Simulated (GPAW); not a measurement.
# Ballistic transport through an Al chain with one Si atom in line, from relaxation to T(E), part 2 of 3

How well does an Al chain with one Si atom in line conduct once its atoms have relaxed, and how much do cheaper levels lose?

GPAW 26.7.0; GPAW LCAO, PAW setups; relaxation of the junction within the symmetry of its start, lead ends held (the session's first sound run).

So far, transmission at the Fermi level (one spin): step 3 (GPAW, dzp) 1.50. Also open channels of the lead at the Fermi level (one spin): step 3 2.

## Step 4: GPAW, szp: basis = "szp(dzp)"

Level of this step: GPAW LCAO, PAW setups; Landauer transmission from Green's functions with principal layers (ASE), zero bias (GPAW).

The second zeta is dropped, the polarisation orbitals stay.

run.py

```python
import json
import numpy as np
from ase import Atoms
from ase.transport.calculators import TransportCalculator
from gpaw import GPAW, FermiDirac
from gpaw.lcao.tools import get_lcao_hamiltonian
from scipy.linalg import eigh

# The junction with lead layers at both ends, along the third cell vector
device = Atoms(
    ['Al', 'Al', 'Al', 'Al', 'Al', 'Al', 'Al', 'Si', 'Al', 'Al', 'Al', 'Al', 'Al', 'Al', 'Al'],
    positions=[
        [4.50000, 4.50000, 1.20000],
        [4.50000, 4.50000, 3.60000],
        [4.50000, 4.50000, 6.00000],
        [4.50000, 4.50000, 8.40000],
        [4.50000, 4.50000, 10.80000],
        [4.50000, 4.50000, 13.20000],
        [4.50000, 4.50000, 15.63350],
        [4.50000, 4.50000, 17.87390],
        [4.50000, 4.50000, 20.11430],
        [4.50000, 4.50000, 22.54780],
        [4.50000, 4.50000, 24.94780],
        [4.50000, 4.50000, 27.34780],
        [4.50000, 4.50000, 29.74780],
        [4.50000, 4.50000, 32.14780],
        [4.50000, 4.50000, 34.54780]],
    cell=[[9.0, 0.0, 0.0], [0.0, 9.0, 0.0], [0.0, 0.0, 35.7478]],
    pbc=True)

# One principal layer of the lead: the first 4 atoms of the device
lead = Atoms(
    ['Al', 'Al', 'Al', 'Al'],
    positions=[
        [4.50000, 4.50000, 1.20000],
        [4.50000, 4.50000, 3.60000],
        [4.50000, 4.50000, 6.00000],
        [4.50000, 4.50000, 8.40000]],
    cell=[[9.0, 0.0, 0.0], [0.0, 9.0, 0.0], [0.0, 0.0, 9.6]],
    pbc=True)

settings = dict(mode='lcao', basis='szp(dzp)', xc='PBE', h=0.2,
                occupations=FermiDirac(0.1), maxiter=250,
                mixer=dict(beta=0.1, nmaxold=8, weight=100.0),
                convergence=dict(density=0.0001))
energies = np.arange(-2, 2 + 1e-9, 0.025)
eta = 0.0001
n1, n2 = 1, 1
# k and -k transmit alike, so half of the mesh across the current serves
mesh = [(i, j) for i in range(n1) for j in range(n2) if (i, j) <= (-i % n1, -j % n2)]
weights = np.array([1 if (i, j) == (-i % n1, -j % n2) else 2 for i, j in mesh]) / (n1 * n2)


def ground_state(atoms, size, txt):
    atoms.calc = GPAW(kpts={'size': size, 'gamma': True}, symmetry={'tolerance': 1e-3}, txt=txt, **settings)
    atoms.get_potential_energy()
    return atoms.calc.get_fermi_level()


def blocks(atoms, fermi, points, nz, cells):
    """H - E_F S and S between cell 0 and the cells above it, at each point across the current."""
    kz = np.arange(nz) / nz
    calc = atoms.calc.fixed_density(kpts=[(*k, z) for k in points for z in kz], symmetry='off', txt=None)
    H, S = get_lcao_hamiltonian(calc)
    H = (H - fermi * S).reshape(len(H), len(points), nz, *S.shape[1:])
    S = S.reshape(H.shape[1:])
    phases = [np.exp(-2j * np.pi * kz * R) / nz for R in cells]
    return [(np.einsum('skzij,z->ksij', H, p), np.einsum('kzij,z->kij', S, p)) for p in phases]


def pair(a, b):
    return np.block([[a, b], [b.T.conj(), a]])


def count_channels(h, s, cells, nk=240):
    """Half the number of times that the lead's bands cross each energy, unfolded to its shortest repeat."""
    b = len(h) // cells
    bands = []
    for k in (np.arange(nk + 1) + 0.5) / nk:
        hk, sk = h[:b, :b].copy(), s[:b, :b].copy()
        for R in range(1, cells):
            phase, block = np.exp(2j * np.pi * k * R), slice(R * b, (R + 1) * b)
            hk += h[:b, block] * phase + (h[:b, block] * phase).T.conj()
            sk += s[:b, block] * phase + (s[:b, block] * phase).T.conj()
        w, u = eigh(sk)
        x = u[:, w > 1e-5] / w[w > 1e-5]**0.5  # drop near-dependent combinations
        bands.append(np.r_[eigh(x.T.conj() @ hk @ x, eigvals_only=True), [1e9] * (w <= 1e-5).sum()])
    below = np.array(bands)[:, :, None] < energies
    return (below[1:] != below[:-1]).sum((0, 1)) / 2


fermi_lead = ground_state(lead, (1, 1, 12), 'lead.txt')
fermi_device = ground_state(device, (1, 1, 2), 'device.txt')
T, channels, eigen, tail, misfit, shifts = [], [], [], 0.0, 0.0, []
for first in range(0, len(mesh), 493):
    points = [(i / n1, j / n2) for i, j in mesh[first:first + 493]]
    (H0k, S0k), (H1k, S1k), (H2k, _) = blocks(lead, fermi_lead, points, 5, range(3))
    [(Hk, Sk)] = blocks(device, fermi_device, points, 2, [0])
    tail = max(tail, abs(H2k).max())
    for H0, S0, H1, S1, H, S in zip(H0k, S0k, H1k, S1k, Hk, Sk):
        n = len(S0)
        # Shift the lead onto the potential of the device's first layer
        shift = ((H[:, 0, 0] - H0[:, 0, 0]) / S0[0, 0]).real.mean()
        shifts.append(shift)
        misfit = max(misfit, abs(H[:, :n, :n] - H0 - shift * S0).max())
        Tk, Ck, Ek = [], [], []
        for s in range(len(H)):
            t = s % len(H0)  # a lead without moments serves both spins
            h1, s1 = pair(H0[t] + shift * S0, H1[t] + shift * S1), pair(S0, S1)
            leads = dict(h1=h1, s1=s1, energies=energies, eta=eta, eta1=eta, eta2=eta)
            calc = TransportCalculator(h=H[s], s=S, eigenchannels=3, **leads)
            Tk.append(calc.get_transmission())
            Ek.append(np.sort(calc.eigenchannels_ne, axis=0)[::-1])
            Ck.append(count_channels(h1, s1, 8))
        T.append(Tk)
        channels.append(Ck)
        eigen.append(Ek)
T, channels = np.array(T), np.array(channels)
mean, open_channels = np.einsum('kse,k->se', T, weights), np.einsum('kse,k->se', channels, weights)

print(f'basis functions: device {len(S)}, principal layer {n}')
print(f'Fermi level: lead {fermi_lead:.4f} eV, device {fermi_device:.4f} eV; lead shifted by {np.mean(shifts):.4f} eV')
print(f'largest coupling past the next layer {tail:.2e} eV, largest misfit of the first layer {misfit:.3f} eV')
print('  E-E_F (eV)   ' + 'T (one spin)  channels')
for e, t, c in zip(energies, mean.T, open_channels.T):
    print(f'{e:10.3f}  ', *[f'{x:11.4e}' for x in t], *[f'{x:9.4f}' for x in c])

kT = 8.617333e-5 * 300
fine = np.linspace(energies[0], energies[-1], 4001)
both = np.exp(np.interp(fine, energies, np.log(np.maximum(mean.sum(0) * 2 / len(mean), 1e-30))))
fermi = lambda mu: 1 / (1 + np.exp(np.clip((fine - mu) / kT, -200, 200)))
slope = fermi(0) * (1 - fermi(0)) / kT
G = np.trapezoid(both * slope, fine) / 2
seebeck = -np.trapezoid(both * slope * fine, fine) / (2 * G * 300) * 1e6
print(f'conductance at 300 K: {G:.5g} G0 a cell; thermopower {seebeck:.4g} uV/K')
bias = [0.1, 0.2, 0.5, 1.0, 1.5, 2.0]
current = [38.74 * np.trapezoid(both * (fermi(V / 2) - fermi(-V / 2)), fine) for V in bias]
for V, I in zip(bias, current):
    print(f'current from the zero-bias T(E) at {V} V: {I:.5g} uA')
zero = abs(energies).argmin()
json.dump(dict(energies=energies.tolist(), T=mean.tolist(), channels=open_channels.tolist(), G=G, seebeck=seebeck,
               bias=bias, current=current, tail=tail, misfit=misfit, shift=np.mean(shifts), n_device=len(S), n_lead=n,
               fermi=[fermi_lead, fermi_device], energy=device.get_potential_energy(),
               moments=device.get_magnetic_moments().tolist(), mesh=mesh, weights=weights.tolist(),
               T_k=T[:, :, zero].tolist(), eigen=np.array(eigen[0]).tolist()), open('result.json', 'w'))
```

Run with:

```bash
OMP_NUM_THREADS=1 OPENBLAS_NUM_THREADS=1 python run.py
```

Output:

```text
basis functions: device 135, principal layer 36
Fermi level: lead -3.5823 eV, device -3.6459 eV; lead shifted by -0.0010 eV
largest coupling past the next layer 1.49e-15 eV, largest misfit of the first layer 0.015 eV
  E-E_F (eV)   T (one spin)  channels
    -2.000    7.8864e-01    1.0000
    -1.975    7.7799e-01    1.0000
    -1.950    7.6665e-01    1.0000
    -1.925    7.5455e-01    1.0000
    -1.900    7.4162e-01    1.0000
    -1.875    7.2778e-01    1.0000
    -1.850    7.1296e-01    1.0000
    -1.825    6.9704e-01    1.0000
    -1.800    6.7993e-01    1.0000
    -1.775    6.6149e-01    1.0000
    -1.750    6.4159e-01    1.0000
    -1.725    6.2006e-01    1.0000
    -1.700    5.9671e-01    1.0000
    -1.675    5.7133e-01    1.0000
    -1.650    5.4366e-01    1.0000
    -1.625    5.1342e-01    1.0000
[...]
1.825    2.8240e+00    3.0000
     1.850    2.8280e+00    3.0000
     1.875    2.8319e+00    3.0000
     1.900    2.8356e+00    3.0000
     1.925    2.8391e+00    3.0000
     1.950    2.8425e+00    3.0000
     1.975    2.8457e+00    3.0000
     2.000    2.8488e+00    3.0000
conductance at 300 K: 1.4557 G0 a cell; thermopower -2.199 uV/K
current from the zero-bias T(E) at 0.1 V: 11.248 uA
current from the zero-bias T(E) at 0.2 V: 22.315 uA
current from the zero-bias T(E) at 0.5 V: 52.616 uA
current from the zero-bias T(E) at 1.0 V: 84.576 uA
current from the zero-bias T(E) at 1.5 V: 112.15 uA
current from the zero-bias T(E) at 2.0 V: 155.79 uA
```

Elapsed: 52 s, on 1 thread of Arm Neoverse V1, shared host; peak memory 1.1 GiB.

This step gave:

```
conductance                                    : 1.456 G₀
thermopower                                    : -2.199 μV/K
largest coupling past the next principal layer : 1.49e-15 eV
largest misfit of the first principal layer    : 0.01505 eV
shift that aligns the lead                     : -0.001049 eV
basis functions of the junction                : 135
basis functions of a principal layer           : 36
transmission at the Fermi level (one spin)     : 1.467
```

One spin. Table of transmission, zone mean by energy, zero at the Fermi level:

```
energy (eV)  transmission, zone mean
     -2.000                    0.789
     -1.800                    0.680
     -1.600                    0.480
     -1.400                   0.0358
     -1.200                  1.7e-10
     -1.000                  1.4e-11
     -0.800                  3.6e-12
     -0.600                  1.8e-12
     -0.400                   2.5e-9
     -0.200                     1.15
      0.000                     1.47
      0.200                     1.42
      0.400                     1.35
      0.600                     1.38
      0.800                     2.12
      1.000                     2.53
      1.200                     2.65
      1.400                     2.72
      1.600                     2.78
      1.800                     2.82
      2.000                     2.85
```

Crossings of the lead's bands, unfolded to its shortest repeat. The open channels, zone mean by energy, zero at the Fermi level:

energy (eV), open channels, zone mean and a bar:
```
   -2.000       1.00 ##########
   -1.800       1.00 ##########
   -1.600       1.00 ##########
   -1.400       1.00 ##########
   -1.200       0.00 
   -1.000       0.00 
   -0.800       0.00 
   -0.600       0.00 
   -0.400       0.00 
   -0.200       2.00 ####################
    0.000       2.00 ####################
    0.200       2.00 ####################
    0.400       2.00 ####################
    0.600       2.00 ####################
    0.800       3.00 ##############################
    1.000       3.00 ##############################
    1.200       3.00 ##############################
    1.400       3.00 ##############################
    1.600       3.00 ##############################
    1.800       3.00 ##############################
    2.000       3.00 ##############################
```

Not self-consistent under bias; the bias window is split evenly. Table of current through one cell, from the zero-bias transmission by bias:

```
bias (V)  current through one cell, from the zero-bias transmission (μA)
   0.100                                                            11.2
   0.200                                                            22.3
   0.500                                                            52.6
   1.000                                                            84.6
   1.500                                                             112
   2.000                                                             156
```

Table of transmission of the three most open eigenchannels by energy, zero at the Fermi level:

```
energy (eV)  channel 1  channel 2  channel 3
     -2.000      0.789          0          0
     -1.800      0.680          0          0
     -1.600      0.480          0          0
     -1.400     0.0358          0          0
     -1.200    1.7e-10          0          0
     -1.000    1.4e-11          0          0
     -0.800    3.6e-12          0          0
     -0.600    1.7e-12          0          0
     -0.400     1.3e-9     1.3e-9    1.3e-12
     -0.200      0.573      0.573    1.6e-12
      0.000      0.733      0.733    3.0e-12
      0.200      0.710      0.710    1.0e-11
      0.400      0.677      0.677    8.0e-11
      0.600      0.691      0.691     4.7e-9
      0.800      0.732      0.732      0.653
      1.000      0.971      0.779      0.779
      1.200      0.998      0.824      0.824
      1.400      0.996      0.863      0.863
      1.600      0.986      0.896      0.896
      1.800      0.974      0.923      0.923
      2.000      0.962      0.943      0.943
```

The conductance, 1.46 G₀, lies 2.2 % below that of the dzp run.

## Step 5: Minimal basis

The minimal basis is the cheapest rung: no second zeta and no polarisation.

Edit run.py of step 4 so:

```diff
@@ -41,3 +41,3 @@
 
-settings = dict(mode='lcao', basis='szp(dzp)', xc='PBE', h=0.2,
+settings = dict(mode='lcao', basis='sz(dzp)', xc='PBE', h=0.2,
                 occupations=FermiDirac(0.1), maxiter=250,
```

Output:

```text
basis functions: device 60, principal layer 16
Fermi level: lead -3.8293 eV, device -3.8850 eV; lead shifted by -0.0005 eV
largest coupling past the next layer 9.58e-16 eV, largest misfit of the first layer 0.019 eV
  E-E_F (eV)   T (one spin)  channels
    -2.000    4.6901e-01    1.0000
    -1.975    4.3933e-01    1.0000
    -1.950    4.0743e-01    1.0000
[...]
1.975    2.8566e+00    3.0000
     2.000    2.8601e+00    3.0000
conductance at 300 K: 1.5386 G0 a cell; thermopower -1.322 uV/K
current from the zero-bias T(E) at 0.1 V: 11.897 uA
current from the zero-bias T(E) at 0.2 V: 23.646 uA
current from the zero-bias T(E) at 0.5 V: 56.523 uA
current from the zero-bias T(E) at 1.0 V: 93.82 uA
current from the zero-bias T(E) at 1.5 V: 128.35 uA
current from the zero-bias T(E) at 2.0 V: 176.51 uA
```

Run time: 35 s. Hardware: 1 thread; peak memory 1 GiB.

Numbers from this step:

```yaml
conductance: 1.539 G₀
largest_coupling_past_the_next_principal_layer: 9.58e-16 eV
largest_misfit_of_the_first_principal_layer: 0.01853 eV
shift_that_aligns_the_lead: -5.22e-4 eV
basis_functions_of_the_junction: 60
basis_functions_of_a_principal_layer: 16
transmission_at_the_fermi_level_one_spin: 1.547
```

The conductance, 1.54 G₀, lies 3.3 % above that of the dzp run.

## Step 6: LDA in the dzp basis: xc = "LDA"

Back in the dzp basis, the functional changes from PBE to LDA, to set the spread between functionals beside that between bases.

Edit run.py of step 5 so:

```diff
@@ -41,3 +41,3 @@
 
-settings = dict(mode='lcao', basis='sz(dzp)', xc='PBE', h=0.2,
+settings = dict(mode='lcao', basis='dzp', xc='LDA', h=0.2,
                 occupations=FermiDirac(0.1), maxiter=250,
```

Output:

```text
basis functions: device 195, principal layer 52
Fermi level: lead -3.2559 eV, device -3.3044 eV; lead shifted by -0.0010 eV
largest coupling past the next layer 1.29e-15 eV, largest misfit of the first layer 0.014 eV
  E-E_F (eV)   T (one spin)  channels
    -2.000    8.1185e-01    1.0000
    -1.975    8.0360e-01    1.0000
    -1.950    7.9487e-01    1.0000
[...]
1.975    2.8541e+00    3.0000
     2.000    2.8571e+00    3.0000
conductance at 300 K: 1.4996 G0 a cell; thermopower -1.706 uV/K
current from the zero-bias T(E) at 0.1 V: 11.592 uA
current from the zero-bias T(E) at 0.2 V: 23.025 uA
current from the zero-bias T(E) at 0.5 V: 54.725 uA
current from the zero-bias T(E) at 1.0 V: 89.612 uA
current from the zero-bias T(E) at 1.5 V: 117.39 uA
current from the zero-bias T(E) at 2.0 V: 156.26 uA
```

Wall time 57 s (1 thread); peak memory 1.2 GiB.

Numbers from this step:

| Property | Result |
| --- | --- |
| conductance | 1.500 G₀ |
| thermopower | -1.706 μV/K |
| largest coupling past the next principal layer | 1.29e-15 eV |
| largest misfit of the first principal layer | 0.01370 eV |
| shift that aligns the lead | -0.001024 eV |
| basis functions of the junction | 195 |
| basis functions of a principal layer | 52 |
| transmission at the Fermi level (one spin) | 1.509 |

The conductance, 1.50 G₀, lies 0.7 % above that of the dzp run.

## Step 7: The structure as built: geometry = "as built"

The dzp basis with PBE on the structure as first built shows what the relaxation was worth.

Edit run.py of step 6 so:

```diff
@@ -18,5 +18,5 @@
         [4.50000, 4.50000, 13.20000],
-        [4.50000, 4.50000, 15.63350],
+        [4.50000, 4.50000, 15.60000],
         [4.50000, 4.50000, 17.87390],
-        [4.50000, 4.50000, 20.11430],
+        [4.50000, 4.50000, 20.14780],
         [4.50000, 4.50000, 22.54780],
@@ -41,3 +41,3 @@
 
-settings = dict(mode='lcao', basis='dzp', xc='LDA', h=0.2,
+settings = dict(mode='lcao', basis='dzp', xc='PBE', h=0.2,
                 occupations=FermiDirac(0.1), maxiter=250,
```

Output:

```text
basis functions: device 195, principal layer 52
Fermi level: lead -3.1259 eV, device -3.1774 eV; lead shifted by -0.0005 eV
largest coupling past the next layer 1.42e-15 eV, largest misfit of the first layer 0.012 eV
  E-E_F (eV)   T (one spin)  channels
    -2.000    8.0840e-01    1.0000
    -1.975    7.9950e-01    1.0000
    -1.950    7.9012e-01    1.0000
[...]
1.975    2.7776e+00    3.0000
     2.000    2.7815e+00    3.0000
conductance at 300 K: 1.5943 G0 a cell; thermopower -1.342 uV/K
current from the zero-bias T(E) at 0.1 V: 12.328 uA
current from the zero-bias T(E) at 0.2 V: 24.509 uA
current from the zero-bias T(E) at 0.5 V: 58.571 uA
current from the zero-bias T(E) at 1.0 V: 95.998 uA
current from the zero-bias T(E) at 1.5 V: 124.68 uA
current from the zero-bias T(E) at 2.0 V: 157.73 uA
```

Elapsed: 64 s, on 1 thread; peak memory 1.2 GiB.

This step gave:

| Quantity | Value |
| --- | --- |
| conductance | 1.594 G₀ |
| largest coupling past the next principal layer | 1.42e-15 eV |
| largest misfit of the first principal layer | 0.01239 eV |
| shift that aligns the lead | -4.90e-4 eV |
| transmission at the Fermi level (one spin) | 1.603 |

The conductance, 1.59 G₀, lies 7.1 % above that of the dzp run.

## Step 8: Cost and result by level

Times are for 1 thread of Arm Neoverse V1, shared host. The runs compared:

```
no.      run  conductance (G₀)  time  memory (GiB)
  1      dzp             1.489  69 s           1.2
  2      szp             1.456  52 s           1.1
  3       sz             1.539  35 s           1.0
  4  dzp LDA             1.500  57 s           1.2
  5  asbuilt             1.594  64 s           1.2
```

## Step 9: The levels side by side

The curves are compared point by point over the common energies.

This step: comparison of transmission and cost over codes, levels and geometry (GPAW 26.7.0).

Ladder, by row:

```
   step  code  T at the Fermi level (sum over the listed spins)  conductance (G0)  r.m.s. T(E) from the first  wall time (s)  peak memory (GiB)  threads
    dzp  GPAW                                             1.499             1.489                           0          68.91               1.16        1
    szp  GPAW                                             1.467             1.456                      0.1792          51.86               1.14        1
     sz  GPAW                                             1.547             1.539                      0.3243          35.36               1.03        1
dzp-LDA  GPAW                                             1.509               1.5                      0.1123          57.27               1.16        1
asbuilt  GPAW                                             1.603             1.594                     0.06135          63.68               1.16        1
```

Transmission, zone mean, sum over the listed spins against energy, zero at the Fermi level:

```
energy (eV)      dzp      szp       sz  dzp-LDA  asbuilt
     -2.000    0.810    0.789    0.469    0.812    0.808
     -1.800    0.724    0.680    0.156    0.730    0.721
     -1.600    0.575    0.480  3.8e-10    0.588    0.574
     -1.400    0.281   0.0358  1.6e-11    0.303    0.283
     -1.200   1.3e-9  1.7e-10  3.1e-12   1.7e-9   1.3e-9
     -1.000  3.5e-11  1.4e-11  1.2e-12  4.5e-11  3.5e-11
     -0.800  7.1e-12  3.6e-12  7.0e-13  9.0e-12  7.2e-12
     -0.600  1.2e-11  1.8e-12  3.3e-12  1.3e-11  2.9e-11
     -0.400   4.9e-6   2.5e-9    0.241   4.0e-5   7.7e-6
     -0.200     1.21     1.15     1.29     1.22     1.34
      0.000     1.50     1.47     1.55     1.51     1.60
      0.200     1.45     1.42     1.50     1.46     1.55
      0.400     1.38     1.35     1.43     1.40     1.48
      0.600     1.40     1.38     1.44     1.42     1.47
      0.800     1.48     2.12     2.43     1.49     1.51
      1.000     2.34     2.53     2.58     2.50     2.32
      1.200     2.62     2.65     2.67     2.65     2.57
      1.400     2.72     2.72     2.73     2.73     2.65
      1.600     2.78     2.78     2.79     2.79     2.71
      1.800     2.82     2.82     2.83     2.83     2.75
      2.000     2.85     2.85     2.86     2.86     2.78
```

(Continued in part 3 of 3.)

[Logs are printed without paths, hosts, clocks, repeated set-up lines and the standing remarks that a program may print on its own settings, such as how far it seeks lower states.]

[Hosts, paths, dates, database ids (printed as entryN), source tags and the programs' standing remarks are cut or masked in the printed files.]
